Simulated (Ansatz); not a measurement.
# The gap of KBr (Fm-3m): a ladder of methods and an error budget, part 3 of 3

Aim: a best estimate of the quasiparticle gap of KBr (Fm-3m), with each correction and its cost laid out.

Ansatz 0.2.0; density functionals, hybrids, G0W0, plane waves, PAW. Known limits of the many-body steps: not at the basis limit; no spin-orbit coupling.

So far. Step 12 (G0W0, 4×4×4 mesh, 461 empty bands, screening to 200 eV): Against the run with 4×4×4 mesh, 214 empty bands, screening to 120 eV, the gap moves by +0.12 eV. Step 13 (G0W0@HSE06, 4×4×4 mesh, 214 empty bands, screening to …): Against the run with 4×4×4 mesh, 214 empty bands, screening to 120 eV on PBE, the gap moves by +0.55 eV, while the start moved by +1.17 eV.

In doubt: masses and optical values from hybrid runs of this build are listed as unsure (step 13), which bears on the screening that GW takes from such a start.

## Step 14: G0W0@PBE, 4×4×4 mesh, 214 empty bands, screening to 120 eV, plasmon pole

A plasmon pole stands in for the full frequency dependence of the screening; this run shows what that costs in accuracy.

This step: G0W0 on PBE, plane waves, PAW.

Input file input.yaml:

```yaml
crystal:
  lattice:
    - [0.0, 3.3, 3.3]
    - [3.3, 0.0, 3.3]
    - [3.3, 3.3, 0.0]
  atoms:
    - { symbol: K, position: [0.0, 0.0, 0.0] }
    - { symbol: Br, position: [0.5, 0.5, 0.5] }
kpoints:
  mp_grid: { grid: [4, 4, 4] }
hamiltonian:
  xc: pbe
scf:
  occupations: { method: fixed }
gw:
  n_empty_bands: 214
  ecut_chi: 120
  qp_bands: [v2, c2]
  qp_kpoints: band_edges
  screening: { model: godby_needs }
```

Command:

```sh
$ ansatz run input.yaml --threads 3 --pin off --max-ram 92160MiB --backend cuda --events-out ev --progress --plain --runs-dir out --devices 1 --max-vram 13GiB
```

Numbers of over 12 decimals in the logs are rounded to 6 here.

Output:

```text
GPUs: using 1 of 1 available (devices: 1).
[...]
GPU FFT provider: cuFFT
GPU libraries: cuBLAS 13.8.2, cuFFT 12.4.0, cuSOLVER 12.3.4
Crystal: 2 atoms, lattice volume = 71.874 Å³
Basis set: ecut = 420 eV, 1411 PW (Γ)
Bands: 12, of which v1, the nominal top of the filled ones, is band 8 counted from 1 (7 counted from 0)
Symmetry: 48 space group operations
[...]
k-points: 8 of 64
[...]
1    10      8.5566    -4.2302    -3.2551    -8.5939  0.8562     9.6733     9.6652  root
[...]
7     7      0.4832   -18.6170     2.1272   -14.5097  0.8148    -1.5278    -1.4969  root
     7     8      0.5329   -18.5711     2.1031   -14.5149  0.8141    -1.4512    -1.4203  root
     7     9      8.4558    -4.2249    -3.2101    -8.4629  0.8562     9.4905     9.4837  root
     7    10      8.4558    -4.2249    -3.2101    -8.4629  0.8562     9.4905     9.4837  root
[key lines of the parts left out:]
SCF converged after 6 iterations
Free energy (F): -4324.496178 eV
Fermi energy:    1.069751 eV
```

Run time: 13 s. Hardware: 1 × NVIDIA H100 80GB HBM3 (shared by 6 runs) with 3 threads of AMD EPYC 7R13 (Zen 3), shared host; peak memory 1.2 GiB; 12 s of CPU time.

Numbers from this step:

| Property | Result |
| --- | --- |
| bands summed | 222 |
| plasmon-pole fit frequency | 17.52 eV |
| RPA ε∞ on this mesh (eigenvalues) | 2.365, 2.365, 2.365 |
| plane waves in the screening matrix | 181 |
| G0W0 gap on the mesh | 6.936 eV |
| k of the valence top | 0, 0, 0 |
| k of the conduction bottom | 0, 0, 0 |
| starting gap on the mesh | 4.435 eV |
| least direct G0W0 gap on the computed points | 6.936 eV |

Against the run with 4×4×4 mesh, 214 empty bands, screening to 120 eV, the gap moves by +0.004 eV.

## Step 15: G0W0@PBE, 4×4×4 mesh, 214 empty bands, screening to 120 eV, hard PAW files

Other atomic data (hard PAW) test the pseudisation: the cutoff goes from 420 to 680 eV and the valence electrons from 16 to 26, which opens shells that were frozen.

input.yaml: that of step 14 with these lines changed.

```diff
@@ -12,2 +12,3 @@
   xc: pbe
+  pseudopotentials: { kind: paw, source: ansatz }
 scf:
@@ -19,2 +20,2 @@
   qp_kpoints: band_edges
-  screening: { model: godby_needs }
+  screening: { model: contour_deformation }
```

Output:

```text
GPUs: using 1 of 1 available (devices: 1).
[...]
GPU FFT provider: cuFFT
GPU libraries: cuBLAS 13.8.2, cuFFT 12.4.0, cuSOLVER 12.3.4
Crystal: 2 atoms, lattice volume = 71.874 Å³
Basis set: ecut = 680 eV, 2891 PW (Γ)
Bands: 17, of which v1, the nominal top of the filled ones, is band 13 counted from 1 (12 counted from 0)
Symmetry: 48 space group operations
[...]
k-points: 8 of 64
[...]
1    15      9.5321    -4.2320    -3.3193    -8.5969  0.8461    10.5898    10.5777  root
[...]
7    12      1.4576   -18.6178     2.1322   -14.5080  0.8017    -0.5801    -0.5200  root
     7    13      1.5075   -18.5746     2.1040   -14.5164  0.8010    -0.5054    -0.4468  root
     7    14      9.4312    -4.2265    -3.2690    -8.4657  0.8457    10.4118    10.4014  root
     7    15      9.4312    -4.2265    -3.2690    -8.4657  0.8457    10.4118    10.4014  root
[key lines of the parts left out:]
SCF converged after 7 iterations
Free energy (F): -7678.086390 eV
Fermi energy:    2.044074 eV
```

Run time: 14 s. Hardware: 1 × NVIDIA H100 80GB HBM3 (shared by 6 runs) with 3 threads; peak memory 1.2 GiB.

This step gave:

| Property | Result |
| --- | --- |
| bands summed | 227 |
| RPA ε∞ on this mesh (eigenvalues) | 2.365, 2.365, 2.365 |
| plane waves in the screening matrix | 181 |
| G0W0 gap on the mesh | 6.919 eV |
| k of the valence top | 0, 0, 0 |
| k of the conduction bottom | 0, 0, 0 |
| starting gap on the mesh | 4.435 eV |
| least direct G0W0 gap on the computed points | 6.919 eV |

Against the run with 4×4×4 mesh, 214 empty bands, screening to 120 eV, the gap moves by −0.013 eV.

## Step 16: G0W0@LDA, 4×4×4 mesh, 214 empty bands, screening to 120 eV

This step: G0W0 on LDA, plane waves, PAW.

input.yaml: that of step 15 with these lines changed.

```diff
@@ -11,4 +11,3 @@
 hamiltonian:
-  xc: pbe
-  pseudopotentials: { kind: paw, source: ansatz }
+  xc: lda
 scf:
```

Output:

```text
GPUs: using 1 of 1 available (devices: 1).
[...]
GPU FFT provider: cuFFT
GPU libraries: cuBLAS 13.8.2, cuFFT 12.4.0, cuSOLVER 12.3.4
Crystal: 2 atoms, lattice volume = 71.874 Å³
Basis set: ecut = 420 eV, 1411 PW (Γ)
Bands: 12, of which v1, the nominal top of the filled ones, is band 8 counted from 1 (7 counted from 0)
Symmetry: 48 space group operations
[...]
k-points: 8 of 64
[...]
1    10      7.9922    -4.2170    -3.4525    -9.0493  0.8383     9.3968     9.3721  root
[...]
7     7      0.1706   -18.5460     2.1444   -14.7158  0.7924    -1.5623    -1.5152  root
     7     8      0.2209   -18.4925     2.1145   -14.7149  0.7915    -1.4879    -1.4421  root
     7     9      7.8847    -4.2605    -3.4071    -8.9812  0.8377     9.2206     9.1982  root
     7    10      7.8847    -4.2605    -3.4071    -8.9812  0.8377     9.2206     9.1982  root
[key lines of the parts left out:]
SCF converged after 6 iterations
Free energy (F): -4193.596244 eV
Fermi energy:    0.788131 eV
```

Wall time 9.4 s (1 × NVIDIA H100 80GB HBM3 (shared by 6 runs) with 3 threads); peak memory 1.1 GiB.

This step gave:

* bands summed: 222
* RPA ε∞ on this mesh (eigenvalues): 2.487, 2.487, 2.487
* plane waves in the screening matrix: 181
* G0W0 gap on the mesh: 6.730 eV
* k of the valence top: 0, 0, 0
* k of the conduction bottom: 0, 0, 0
* starting gap on the mesh: 4.030 eV
* least direct G0W0 gap on the computed points: 6.730 eV

Against the run with 4×4×4 mesh, 214 empty bands, screening to 120 eV on HSE06, the gap moves by −0.75 eV, while the start moved by −1.57 eV.

## Step 17: The ladder

Times are wall times on 1 × NVIDIA H100 80GB HBM3 (shared by 6 runs) with 3 threads of AMD EPYC 7R13 (Zen 3), shared host, good to a factor of about two. G0W0 rows are gaps on the mesh, lowered by the amount that the mesh misses the start's edges, a rough step that assumes the same correction there.

```csv
level,gap (eV),least direct gap (eV),time
PBE,4.44,4.44,9.4 s
LDA,4.03,4.03,6.8 s
PBE+SOC,4.27,4.27,5.2 s
r2SCAN,5.08,5.08,8.2 s
HSE06,5.60,5.60,14 s
PBE0,6.32,6.32,13 s
DDH-PBE0,7.41,7.41,20 s
G0W0@PBE (75 empty bands),6.66,-,7.4 s
G0W0@PBE (214 empty bands),6.93,-,12 s
G0W0@PBE (461 empty bands),7.05,-,17 s
G0W0@HSE06 (214 empty bands),7.48,-,23 s
"G0W0@PBE (214 empty bands, plasmon pole)",6.94,-,13 s
"G0W0@PBE (214 empty bands, hard PAW)",6.92,-,14 s
G0W0@LDA (214 empty bands),6.73,-,9.4 s
```

## Step 18: Adding up the best estimate

```csv
term,eV,running total (eV)
"G0W0 on the mesh, top rung",7.050,7.050
"to the limit, by a line in one over the bands through the two top rungs",+0.106,7.155
"spin-orbit change, from PBE",−0.161,6.994
```

Changes that are not added in, each against a run with equal bands and cutoff:

```csv
change,eV
start HSE06,+0.55
plasmon pole in place of full frequency,+0.004
hard PAW files,−0.01
start LDA,−0.20
```

## Step 19: Results

* PBE gap: 4.44 eV, direct
* HSE06: 5.60 eV
* PBE0: 6.32 eV
* DDH-PBE0: 7.41 eV
* G0W0, top rung on the mesh: 7.05 eV
* best estimate, G0W0@PBE with spin-orbit change: 6.99 eV
* GW settings of the top rung: 4×4×4 mesh, 461 empty bands, screening to 200 eV
* known limits: one-shot GW, static lattice; one k mesh, untested

In words: The best estimate for G0W0@PBE is 6.99 eV, direct on the mesh, against 4.27 eV at the start (both with spin-orbit coupling). The pair of rungs below gives a limit −0.06 eV away. Of the changes left open the largest, +0.55 eV, comes from starting at HSE06. Among the functionals DDH-PBE0 comes nearest: +0.25 eV from the estimate without its spin-orbit term (7.16 eV). The RPA ε∞ on the GW mesh averages 2.4 against 2.6 from perturbation theory, which takes a denser mesh of its own and holds the xc response as well. All runs took 3.1 min, 52 % of it in G0W0.

[Paths, hosts, dates, memory and timing lines, banners, echoed tables and standing remarks are left out of the program output.]

[Logs are printed without paths, hosts, clocks, repeated set-up lines and the standing remarks that a program may print on its own settings, such as how far it seeks lower states.]

[Runs of the session that timed out or met a known fault of the program may be left out.]

[Cells called generated may have been cut or substituted from an entry of the Crystallography Open Database or the Materials Project.]

[Hosts, paths, dates, database ids (printed as entryN), source tags and the programs' standing remarks are cut or masked in the printed files.]
